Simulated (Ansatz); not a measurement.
# Mg2NbInO6: complex band structure

A new crystal, Mg2NbInO6: structure, gap and complex bands. It is built by putting Mg for Sr, In for Ga in the Sr2NbGaO6 structure of space group Fm-3m, with the volume rescaled by atomic radii. The parent structure comes from the Materials Project.

Main program and level: Ansatz 0.2.0; LDA DFT, plane waves, PAW files, in the first sound run; inputs show where later runs differ.

The structure was built from a prototype and need not be the compound's stable phase.

### Step 1. The starting structure

It takes space group Fm-3m (No. 225, cubic). The conventional cell has a = 7.515 Å, b = 7.515 Å, c = 7.515 Å, α = 90.00°, β = 90.00°, γ = 90.00°. Nearest to Mg lie 12 O at 2.66 Å. Nearest to Nb lie 6 O at 1.88 Å. Nearest to In lie 6 O at 1.87 Å. Nearest to O lie 1 In at 1.87 Å and 1 Nb at 1.88 Å and 4 Mg at 2.66 Å. It derives from Sr2NbGaO6. Mg for Sr, In for Ga in the Sr2NbGaO6 structure of space group Fm-3m. Farther neighbours and most contacts between anions are not listed.

### Step 2. Relaxing the new crystal

The substituted atoms don't fit the parent's cell, so cell and atoms relax together. A small smearing keeps the run stable in case the gap closes on the way.

input.yaml reads:

```yaml
crystal:
  lattice:
    - [0.0, 3.7576995012, 3.7576995012]
    - [3.7576995012, 0.0, 3.7576995012]
    - [3.7576995012, 3.7576995012, 0.0]
  atoms:
    - { symbol: Mg, position: [0.25, 0.25, 0.25] }
    - { symbol: Mg, position: [0.75, 0.75, 0.75] }
    - { symbol: Nb, position: [0.0, 0.0, 0.0] }
    - { symbol: In, position: [0.5, 0.5, 0.5] }
    - { symbol: O, position: [0.749216, 0.250784, 0.250784] }
    - { symbol: O, position: [0.250784, 0.749216, 0.749216] }
    - { symbol: O, position: [0.250784, 0.250784, 0.749216] }
    - { symbol: O, position: [0.749216, 0.749216, 0.250784] }
    - { symbol: O, position: [0.250784, 0.749216, 0.250784] }
    - { symbol: O, position: [0.749216, 0.250784, 0.749216] }
kpoints:
  mp_grid: { grid: [6, 6, 6] }
scf:
  occupations: { method: gaussian, width: 0.03 }
hamiltonian:
  xc: lda
output:
  forces: true
  stress: true
relax:
  f_tol: 0.02
  max_steps: 60
  cell: {}
```

Started as:

```sh
ansatz run input.yaml --threads 2 --pin off --max-ram 4096MiB --backend cpu --events-out ev --progress --plain --runs-dir out
```

Numbers of over 12 decimals in the logs are rounded to 6 here.

What it wrote:

```text
Engine: ansatz 0.2.0, aarch64-unknown-linux-gnu
Pseudopotentials: kind: paw
Pseudopotential: Mg, paw, valence charge 10, recommended cutoff 420 eV (normal), Mg.paw.azcp
Pseudopotential: Nb, paw, valence charge 13, recommended cutoff 420 eV (normal), Nb.paw.azcp
Pseudopotential: In, paw, valence charge 13, recommended cutoff 420 eV (normal), In.paw.azcp
Pseudopotential: O, paw, valence charge 6, recommended cutoff 420 eV (normal), O.paw.azcp
Functional definition: SPW92
  exchange = slater_x
  correlation = pw_c
Crystal: 10 atoms, lattice volume = 106.120 Å³
Basis set: ecut = 420 eV, 2085 PW (Γ)
Bands: 51, of which v1, the nominal top of the filled ones, is band 41 counted from 1 (40 counted from 0)
Symmetry: 48 space group operations
Space group: Fm-3m (ITA 225), of the structure as read, at distance tolerance 4.7e-5 Å
k-points: 16 of 216
Non-local potential: Mg, projectors of the file, l = 0: 3, l = 1: 2, l = 2: 1
Non-local potential: Nb, projectors of the file, l = 0: 3, l = 1: 2, l = 2: 2, l = 3: 1
Non-local potential: In, projectors of the file, l = 0: 2, l = 1: 2, l = 2: 2, l = 3: 2
Non-local potential: O, projectors of the file, l = 0: 2, l = 1: 2, l = 2: 1
PAW form: soft (Blöchl's): semilocal exchange-correlation on the pseudo side does not see the compensation charge
PAW frozen core: Mg, regenerated for the run's functional, and the local potential with it (the file was generated under x = pbe(κ = 0.804, μ = 0.219515), c = pbe(β = 0.066725))
PAW frozen core: Nb, regenerated for the run's functional, and the local potential with it (the file was generated under x = pbe(κ = 0.804, μ = 0.219515), c = pbe(β = 0.066725))
PAW frozen core: In, regenerated for the run's functional, and the local potential with it (the file was generated under x = pbe(κ = 0.804, μ = 0.219515), c = pbe(β = 0.066725))
PAW frozen core: O, regenerated for the run's functional, and the local potential with it (the file was generated under x = pbe(κ = 0.804, μ = 0.219515), c = pbe(β = 0.066725))
PAW one-centre angular grid: Mg, 110 points (default); XC on 64 Gauss nodes
PAW one-centre angular grid: Nb, 590 points (default); XC on 64 Gauss nodes
PAW one-centre angular grid: In, 590 points (default); XC on 64 Gauss nodes
PAW one-centre angular grid: O, 110 points (default); XC on 64 Gauss nodes
Initial density: superposition of atomic densities (neutral atoms: chi_scale 0, normalization atom), corrected by the library's trained network
Initial wavefunctions: pseudopotential atomic-orbital guess
Functional: x = slater, c = lda
SCF iter   1: F=—  HF=-17035.481462 eV  |F-HF|=—  |Δ(HF+E_count)|=         —  Δρ=1.53e-2  dr2=1.99e-1  ethr=1.77e-3  ⟨swp⟩=6.5  Hψ=3375  notcnv=0  defer=6
preconditioner: auto → Resta (q_TF=auto, 2.614 Å⁻¹)  ε∞=5.1  [insulator: Δε(μ)=0.445 eV  Ē_g=13.488 eV  σ=0.030 eV  W_gap=1.00  n_scr=26 (ndim 8)  ℏωp=27.5 eV  f_vac=0.000  D(μ)=0.00/eV (n_scr^D=0)  ε∞_Penn≈5.1]
SCF iter   2: F=—  HF=-17035.426078 eV  |F-HF|=—  |Δ(HF+E_count)|=   5.54e-2  Δρ=3.89e-3  dr2=6.78e-3  ethr=2.43e-4  ⟨swp⟩=2.0  Hψ=1347  notcnv=0  defer=77
SCF iter   3: F=—  HF=-17035.423910 eV  |F-HF|=—  |Δ(HF+E_count)|=   2.17e-3  Δρ=1.88e-3  dr2=1.87e-3  ethr=8.26e-6  ⟨swp⟩=2.0  Hψ=1197  notcnv=0  defer=77
SCF iter   4: F=—  HF=-17035.423384 eV  |F-HF|=—  |Δ(HF+E_count)|=   5.26e-4  Δρ=2.82e-4  dr2=5.01e-5  ethr=2.28e-6  ⟨swp⟩=2.2  Hψ=1302  notcnv=0  defer=77
SCF iter   5: F=—  HF=-17035.423381 eV  |F-HF|=—  |Δ(HF+E_count)|=   2.83e-6  Δρ=5.38e-5  dr2=2.67e-6  ethr=6.10e-8  ⟨swp⟩=2.0  Hψ=1279  notcnv=0  defer=77
SCF iter   6: F=—  HF=-17035.423380 eV  |F-HF|=—  |Δ(HF+E_count)|=   5.96e-7  Δρ=1.86e-5  dr2=4.86e-7  ethr=3.26e-9  ⟨swp⟩=2.0  Hψ=1256  notcnv=0  defer=77
SCF iter   7: F=-17035.423380 eV  HF=-17035.423380 eV  |F-HF|=5.69e-9  |Δ(HF+E_count)|=   1.37e-7  Δρ=3.45e-6  dr2=1.30e-8  ethr=1.22e-10  ⟨swp⟩=4.9  Hψ=2869  notcnv=0
SCF 1 converged in 7 iterations: F = -17035.423380 eV  dr2 = 1.30e-8
  greatest PAW one-centre occupation: 1.000 electrons in one spin orbital (limit 2), on the Mg atom at site 1 (counted from 0), in its partial waves of l = 0
relax step   1: F+E_penalty+E_count = -17035.42338013 eV  Δ(F+E_penalty+E_count) = +0.000e0 eV  max|allowed force component| = 3.400e0 eV/Å  Δτ_max = 0.0000 Å  P = +42.867 GPa  Ω = 106.120 Å³  (7 SCF iters, dr2 threshold 1.00e-7 eV, accepted)
Crystal: 10 atoms, lattice volume = 122.578 Å³
Basis set: ecut = 420 eV, 2421 PW (Γ)
Initial density: handed on by an earlier stage of this run
Initial wavefunctions: those handed on with the density
iter 1 solved again at ethr=9.39e-4 eV; its pass at ethr=3.10e-3 eV (dr2=7.70e-1 eV) is discarded
SCF iter   1: F=—  HF=-17038.154344 eV  |F-HF|=—  |Δ(HF+E_count)|=         —  Δρ=2.87e-2  dr2=7.66e-1  ethr=9.39e-4  ⟨swp⟩=1.6  Hψ=4125  notcnv=0
preconditioner: auto → Resta (q_TF=auto, 2.551 Å⁻¹)  ε∞=5.2  [insulator: Δε(μ)=0.583 eV  Ē_g=12.471 eV  σ=0.030 eV  W_gap=1.00  n_scr=26 (ndim 8)  ℏωp=25.5 eV  f_vac=0.008  D(μ)=0.00/eV (n_scr^D=0)  ε∞_Penn≈5.2]
SCF iter   2: F=—  HF=-17037.954769 eV  |F-HF|=—  |Δ(HF+E_count)|=   2.00e-1  Δρ=1.01e-2  dr2=1.07e-1  ethr=9.35e-4  ⟨swp⟩=2.1  Hψ=1244  notcnv=0
SCF iter   3: F=—  HF=-17037.929492 eV  |F-HF|=—  |Δ(HF+E_count)|=   2.53e-2  Δρ=2.44e-3  dr2=5.14e-3  ethr=1.30e-4  ⟨swp⟩=2.5  Hψ=1426  notcnv=0
SCF iter   4: F=—  HF=-17037.928586 eV  |F-HF|=—  |Δ(HF+E_count)|=   9.06e-4  Δρ=3.69e-4  dr2=2.31e-4  ethr=6.27e-6  ⟨swp⟩=2.5  Hψ=1376  notcnv=0
SCF iter   5: F=—  HF=-17037.928534 eV  |F-HF|=—  |Δ(HF+E_count)|=   5.24e-5  Δρ=1.25e-4  dr2=2.66e-5  ethr=2.82e-7  ⟨swp⟩=2.0  Hψ=1125  notcnv=0
SCF iter   6: F=—  HF=-17037.928530 eV  |F-HF|=—  |Δ(HF+E_count)|=   4.08e-6  Δρ=3.48e-5  dr2=1.49e-6  ethr=3.24e-8  ⟨swp⟩=2.1  Hψ=1038  notcnv=0
SCF iter   7: F=-17037.928529 eV  HF=-17037.928529 eV  |F-HF|=4.36e-8  |Δ(HF+E_count)|=   4.04e-7  Δρ=6.11e-6  dr2=7.55e-8  ethr=1.22e-9  ⟨swp⟩=4.3  Hψ=2703  notcnv=0
SCF 2 converged in 7 iterations: F = -17037.928529 eV  dr2 = 7.55e-8
relax step   2: F+E_penalty+E_count = -17037.92852927 eV  Δ(F+E_penalty+E_count) = -2.505e0 eV  max|allowed force component| = 4.605e-1 eV/Å  Δτ_max = 0.0473 Å  P = +2.527 GPa  Ω = 122.578 Å³  energy of the carried Pulay correction = -8.878e-2 eV  (7 SCF iters, dr2 threshold 1.00e-6 eV, accepted)
Crystal: 10 atoms, lattice volume = 123.845 Å³
iter 1 solved again at ethr=3.88e-6 eV; its pass at ethr=3.10e-3 eV (dr2=3.18e-3 eV) is discarded
SCF iter   1: F=—  HF=-17037.948193 eV  |F-HF|=—  |Δ(HF+E_count)|=         —  Δρ=1.82e-3  dr2=3.33e-3  ethr=3.88e-6  ⟨swp⟩=3.1  Hψ=3384  notcnv=0
[...]
iter 5 did not close the SCF: its close was put off for the readings that it lacked (scf_convergence_deferred on its scf_iter line)
SCF iter   5: F=-17037.947297 eV  HF=-17037.947297 eV  |F-HF|=1.00e-8  |Δ(HF+E_count)|=   3.72e-8  Δρ=4.53e-6  dr2=2.62e-8  ethr=5.85e-10  ⟨swp⟩=2.2  Hψ=1216  notcnv=0
SCF iter   6: F=-17037.947297 eV  HF=-17037.947297 eV  |F-HF|=2.95e-10  |Δ(HF+E_count)|=   3.36e-9  Δρ=1.08e-6  dr2=1.20e-9  ethr=3.20e-11  ⟨swp⟩=1.9  Hψ=2255  notcnv=0
SCF 3 converged in 6 iterations: F = -17037.947297 eV  dr2 = 1.20e-9
relax step   3: F+E_penalty+E_count = -17037.94729741 eV  Δ(F+E_penalty+E_count) = -1.877e-2 eV  max|allowed force component| = 1.223e-1 eV/Å  Δτ_max = 0.0070 Å  P = +0.608 GPa  Ω = 123.845 Å³  energy of the carried Pulay correction = -9.509e-2 eV  (6 SCF iters, dr2 threshold 1.00e-6 eV, accepted)
[...]
relax step   4: F+E_penalty+E_count = -17037.94703725 eV  Δ(F+E_penalty+E_count) = +2.602e-4 eV  max|allowed force component| = 4.208e-3 eV/Å  Δτ_max = 0.0025 Å  P = +0.017 GPa  Ω = 124.261 Å³  energy of the carried Pulay correction = -9.715e-2 eV  (6 SCF iters, dr2 threshold 9.34e-7 eV, accepted)
[...]
relax step   5: F+E_penalty+E_count = -17038.15705843 eV  Δ(F+E_penalty+E_count) = -2.100e-1 eV  max|allowed force component| = 8.182e-3 eV/Å  Δτ_max = 0.0000 Å  P = +2.280 GPa  Ω = 124.261 Å³  stress off target by 2.28e0 GPa  SCF on the basis re-selected at this cell (its energy is not comparable with the rows above)  (7 SCF iters)
[...]
relax step   6: F+E_penalty+E_count = -17038.15942303 eV  Δ(F+E_penalty+E_count) = -2.365e-3 eV  max|allowed force component| = 1.646e-1 eV/Å  Δτ_max = 0.0016 Å  P = +0.199 GPa  Ω = 125.563 Å³  energy of the carried Pulay correction = -6.754e-3 eV  (6 SCF iters, dr2 threshold 1.00e-6 eV, accepted)
[...]
relax step   7: F+E_penalty+E_count = -17038.15999397 eV  Δ(F+E_penalty+E_count) = -5.709e-4 eV  max|allowed force component| = 7.886e-3 eV/Å  Δτ_max = 0.0031 Å  P = +0.014 GPa  Ω = 125.800 Å³  energy of the carried Pulay correction = -8.036e-3 eV  (6 SCF iters, dr2 threshold 1.00e-6 eV, accepted)
iter 1 solved again at ethr=5.17e-8 eV; its pass at ethr=3.10e-3 eV (dr2=4.24e-5 eV) is discarded
SCF iter   1: F=—  HF=-17038.167792 eV  |F-HF|=—  |Δ(HF+E_count)|=         —  Δρ=1.42e-4  dr2=2.96e-6  ethr=5.17e-8  ⟨swp⟩=3.3  Hψ=5685  notcnv=0
preconditioner: auto → Resta (q_TF=auto, 2.540 Å⁻¹)  ε∞=5.0  [insulator: Δε(μ)=1.012 eV  Ē_g=12.549 eV  σ=0.030 eV  W_gap=1.00  n_scr=26 (ndim 8)  ℏωp=25.2 eV  f_vac=0.000  D(μ)=0.00/eV (n_scr^D=0)  ε∞_Penn≈5.0]
SCF iter   2: F=—  HF=-17038.167799 eV  |F-HF|=—  |Δ(HF+E_count)|=   6.87e-6  Δρ=6.77e-5  dr2=5.28e-7  ethr=3.62e-9  ⟨swp⟩=2.0  Hψ=1143  notcnv=0
SCF iter   3: F=—  HF=-17038.167801 eV  |F-HF|=—  |Δ(HF+E_count)|=   1.72e-6  Δρ=1.23e-5  dr2=2.53e-8  ethr=6.44e-10  ⟨swp⟩=2.2  Hψ=1293  notcnv=0
iter 4 did not close the SCF: its close was put off for the readings that it lacked (scf_convergence_deferred on its scf_iter line)
SCF iter   4: F=-17038.167801 eV  HF=-17038.167801 eV  |F-HF|=3.64e-11  |Δ(HF+E_count)|=   4.89e-8  Δρ=3.46e-7  dr2=6.00e-11  ethr=3.09e-11  ⟨swp⟩=2.1  Hψ=1011  notcnv=0
iter 5 did not close the SCF: its close was put off for the readings that it lacked (scf_convergence_deferred on its scf_iter line)
SCF iter   5: F=-17038.167801 eV  HF=-17038.167801 eV  |F-HF|=1.09e-11  |Δ(HF+E_count)|=  9.82e-11  Δρ=9.41e-8  dr2=8.75e-12  ethr=1.00e-12  ⟨swp⟩=1.8  Hψ=887  notcnv=0
iter 6 did not close the SCF: its close was put off for the readings that it lacked (scf_convergence_deferred on its scf_iter line)
SCF iter   6: F=-17038.167801 eV  HF=-17038.167801 eV  |F-HF|=7.28e-12  |Δ(HF+E_count)|=    0.00e0  Δρ=2.31e-8  dr2=1.24e-12  ethr=1.00e-12  ⟨swp⟩=1.0  Hψ=816  notcnv=0
iter 7 did not close the SCF: its close was put off for the readings that it lacked (scf_convergence_deferred on its scf_iter line)
SCF iter   7: F=-17038.167801 eV  HF=-17038.167801 eV  |F-HF|=0.00e0  |Δ(HF+E_count)|=  7.28e-12  Δρ=7.62e-9  dr2=6.10e-14  ethr=1.00e-12  ⟨swp⟩=1.0  Hψ=816  notcnv=0
SCF iter   8: F=-17038.167801 eV  HF=-17038.167801 eV  |F-HF|=7.28e-12  |Δ(HF+E_count)|=    0.00e0  Δρ=1.50e-9  dr2=2.02e-15  ethr=1.00e-12  ⟨swp⟩=2.2  Hψ=1995  notcnv=0
SCF 8 converged in 8 iterations: F = -17038.167801 eV  dr2 = 2.02e-15
relax step   8: F+E_penalty+E_count = -17038.16780103 eV  Δ(F+E_penalty+E_count) = -7.807e-3 eV  max|allowed force component| = 8.466e-3 eV/Å  Δτ_max = 0.0000 Å  P = +0.036 GPa  Ω = 125.800 Å³  stress off target by 3.58e-2 GPa  SCF on the basis re-selected at this cell (its energy is not comparable with the rows above)  (8 SCF iters)
basis re-selected at this cell: Δ(F+E_penalty+E_count) = -7.807e-3 eV, ΔP = +0.022 GPa vs the last step (what re-selecting the basis moved, of the pressure what is left beyond the Pulay correction that the steps carried, after the strain that the cell walked since its last selection, with what the two solves' SCF thresholds leave and, on support functions, any second-order correction that the steps lacked; it is no m [...]
SCF converged after 8 iterations
Free energy (F): -17038.167801 eV
Harris-Foulkes:  -17038.167801 eV  (|F-HF|=7.28e-12)
Internal energy: -17038.167801 eV  (E = F + TS)
E sigma→0 (E₀):  -17038.167801 eV
Fermi energy:    8.072342 eV
--- Per-component energies (eV) ---
  E_band       = -889.625777
  E_kinetic    = 1845.540417
  E_local      = -7094.533654  (includes V_loc(G=0)·N_el)
  E_nonlocal   = 986.047181
  E_hartree    = 2514.587837
  E_xc         = -879.871472
  E_vxc        = -947.395283  (∫ρ·V_xc dr)
  E_paw        = -8415.051264  (= ΣΔE_a)
  E_vpaw       = -708.475173  (= ΣTr[D̂ρ^β])
  E_aug_tail   = 0.015062  (compensation charges beyond the density's cutoff)
  E_ewald      = -5996.494626
  E_core_change = 1.592718  (= ΣΔE_core)
  E_smearing   = -0.000000  (= −TS)
  E_closure    = -0.000000  (closes the sum)
  Σ components = -17038.167801   (vs F -17038.167801, Δ=0.00e0)
--- Forces (eV/Å), atoms counted from 1 ---
  atom   1  Mg    -0.00000000    -0.00000000     0.00000000
  atom   2  Mg     0.00000000     0.00000000    -0.00000000
  atom   3  Nb     0.00000000    -0.00000000    -0.00000000
  atom   4  In     0.00000000     0.00000000    -0.00000000
  atom   5  O     -0.00846590    -0.00000000    -0.00000000
  atom   6  O      0.00846590    -0.00000000    -0.00000000
  atom   7  O      0.00000000    -0.00000000    -0.00846590
  atom   8  O      0.00000000    -0.00000000     0.00846590
  atom   9  O      0.00000000    -0.00846590     0.00000000
  atom  10  O     -0.00000000     0.00846590    -0.00000000
  max |Σ_I F_I| component: 5.03e-17 eV/Å
--- Stress (GPa, compression-positive) ---
        0.035805      -0.000000      -0.000000
       -0.000000       0.035805      -0.000000
       -0.000000      -0.000000       0.035805
  P = ⅓ Tr σ = 0.0358 GPa (0.358 kbar)
--- Relaxed structure (6 steps of the walk, 6 accepted, 2 SCFs on fresh bases) ---
  F+E_penalty+E_count = -17038.16780103 eV   max|allowed force component| = 8.466e-3 eV/Å   (the final SCF, on the basis selected at the relaxed cell)
  cell:  # Å, volume = 125.7998 Å³
    - [0, 3.976949, 3.976949]
    - [3.976949, 0, 3.976949]
    - [3.976949, 3.976949, 0]
  atoms:
    - { symbol: Mg, position: [0.25, 0.25, 0.25] }
    - { symbol: Mg, position: [0.75, 0.75, 0.75] }
    - { symbol: Nb, position: [-6.116797271669161e-19, 3.5777493475800784e-19, -2.4236366548123002e-19] }
    - { symbol: In, position: [0.5, 0.5, 0.5] }
    - { symbol: O, position: [0.756973, 0.243027, 0.243027] }
    - { symbol: O, position: [0.243027, 0.756973, 0.756973] }
    - { symbol: O, position: [0.243027, 0.243027, 0.756973] }
    - { symbol: O, position: [0.756973, 0.756973, 0.243027] }
    - { symbol: O, position: [0.243027, 0.756973, 0.243027] }
    - { symbol: O, position: [0.756973, 0.243027, 0.756973] }
```

It took 37 s on 2 threads of Arm Neoverse V1, shared host; peak memory 0.48 GiB; 72 s of CPU time.

Relaxation path:

```csv
step,energy less that of the first step (eV),largest force component (eV/Å),pressure (GPa),volume (Å³)
1,0.0000,3.4002,42.87,106.12
2,-2.5051,0.4605,2.53,122.58
3,-2.5239,0.1223,0.61,123.85
4,-2.5237,0.0042,0.02,124.26
5*,-2.7337,0.0082,2.28,124.26
6,-2.7360,0.1646,0.20,125.56
7,-2.7366,0.0079,0.01,125.80
8*,-2.7444,0.0085,0.04,125.80
```

Relaxation steps marked * repeat the geometry before them on a plane-wave basis chosen anew for their cell, so energy and pressure can jump there.

Forces are held to the 48 operations that the run works with; a distortion that breaks them can't arise in this run.

```csv
"conventional cell, symmetrised",before,after,change
a (Å),7.515,7.954,+5.8 %
b (Å),7.515,7.954,+5.8 %
c (Å),7.515,7.954,+5.8 %
volume (Å³/atom),10.61,12.58,+18.5 %
```

The atoms that moved most (Å, as changes of fractional coordinates times the final cell):

```csv
atom,dx,dy,dz,length
O6,0.062,0.000,0.000,0.062
O8,0.000,0.000,0.062,0.062
O10,0.000,0.062,0.000,0.062
O7,0.000,0.000,-0.062,0.062
O5,-0.062,0.000,0.000,0.062
O9,0.000,-0.062,0.000,0.062
```

Numbers from this step:

```yaml
free_energy: -17038.1678 eV
fermi_energy: 8.072 eV
pressure: 0.03581 GPa
```

The largest force component on a free atom ends at 0.0085 eV/Å.

### Step 3. Band edges

The energy window and the wavevectors of the next steps follow from the band edges, so these are searched first, off the mesh as well.

input.yaml reads:

```yaml
crystal:
  lattice:
    - [0.0, 3.9769489896, 3.9769489896]
    - [3.9769489896, 0.0, 3.9769489896]
    - [3.9769489896, 3.9769489896, 0.0]
  atoms:
    - { symbol: Mg, position: [0.25, 0.25, 0.25] }
    - { symbol: Mg, position: [0.75, 0.75, 0.75] }
    - { symbol: Nb, position: [0.0, 0.0, 0.0] }
    - { symbol: In, position: [0.5, 0.5, 0.5] }
    - { symbol: O, position: [0.7569727866, 0.2430272134, 0.2430272134] }
    - { symbol: O, position: [0.2430272134, 0.7569727866, 0.7569727866] }
    - { symbol: O, position: [0.2430272134, 0.2430272134, 0.7569727866] }
    - { symbol: O, position: [0.7569727866, 0.7569727866, 0.2430272134] }
    - { symbol: O, position: [0.2430272134, 0.7569727866, 0.2430272134] }
    - { symbol: O, position: [0.7569727866, 0.2430272134, 0.7569727866] }
kpoints:
  mp_grid: { grid: [6, 6, 6] }
  band_path: { path: [VBM, CBM], npoints: 30 }
scf:
  occupations: { method: fixed }
hamiltonian:
  xc: lda
output:
  eigenvalues: true
  write_potential: true
  write_density: true
  volumetric_format: npy
```

What it wrote:

```text
[...]
Crystal: 10 atoms, lattice volume = 125.800 Å³
Basis set: ecut = 420 eV, 2445 PW (Γ)
Bands: 51, of which v1, the nominal top of the filled ones, is band 41 counted from 1 (40 counted from 0)
Symmetry: 48 space group operations
[...]
k-points: 16 of 216
[...]
SCF iter   1: F=—  HF=-17038.231902 eV  |F-HF|=—  |Δ(HF+E_count)|=         —  Δρ=1.46e-2  dr2=2.22e-1  ethr=1.77e-3  ⟨swp⟩=4.9  Hψ=2860  notcnv=0  defer=111
[...]
SCF iter   7: F=-17038.167801 eV  HF=-17038.167801 eV  |F-HF|=2.25e-9  |Δ(HF+E_count)|=   1.19e-7  Δρ=3.98e-6  dr2=1.58e-8  ethr=1.22e-10  ⟨swp⟩=10.8  Hψ=3233  notcnv=0
SCF 1 converged in 7 iterations: F = -17038.167801 eV  dr2 = 1.58e-8
[...]
NSCF: frozen V_eff on 16 k-points
[...]
SCF converged after 7 iterations
Free energy (F): -17038.167801 eV
[...]
Internal energy: -17038.167801 eV  (E = F + TS)
E sigma→0 (E₀):  -17038.167801 eV
Fermi energy:    7.566089 eV
[...]
--- Band table (eV; the first three rows and the last of 16) ---
  k-point 0: bands = [... 37 lower, 6.6254, 7.5661, 7.5661, 7.5661, 8.5776, 9.9969, 11.4481, 11.4481, ... 6 higher]
  k-point 1: bands = [... 37 lower, 6.8528, 7.4187, 7.4187, 7.4833, 9.1258, 10.2520, 11.5062, 11.5571, ... 6 higher]
  k-point 2: bands = [... 37 lower, 7.0351, 7.2713, 7.3256, 7.3256, 9.9641, 10.8512, 11.7522, 11.7522, ... 6 higher]
  k-point 15: bands = [... 37 lower, 6.4259, 6.6964, 6.7795, 7.3116, 11.1987, 11.6032, 12.4210, 12.4236, ... 6 higher]
```

Run time: 14 s. Hardware: 2 threads; peak memory 0.45 GiB.

This step gave:

```yaml
fermi_energy: 7.566 eV
gap_on_the_k_mesh: 1.012 eV
gap_on_path: 1.012 eV, by band count; negative where bands overlap
direct_gap_on_path: 1.012 eV
edge_places_on_path: 0, 0 1/A along the path
```

Levels at VBM (eV): -6.09, -4.44, -4.44, -4.44, -3.49, -3.49, -3.49, -2.70, -2.70, -1.14, -1.14, -1.14, -0.94, -0.94, -0.94, 0.00, 0.00, 0.00, 1.01, 2.43, 3.88, 3.88, 3.88, 7.88.

The searched edges give 1.01 eV, as on the mesh.

(Continued in part 2 of 2.)

[Logs are printed without paths, hosts, clocks, repeated set-up lines and the standing remarks that a program may print on its own settings, such as how far it seeks lower states.]

[Hosts, paths, dates, database ids (printed as entryN), source tags and the programs' standing remarks are cut or masked in the printed files.]
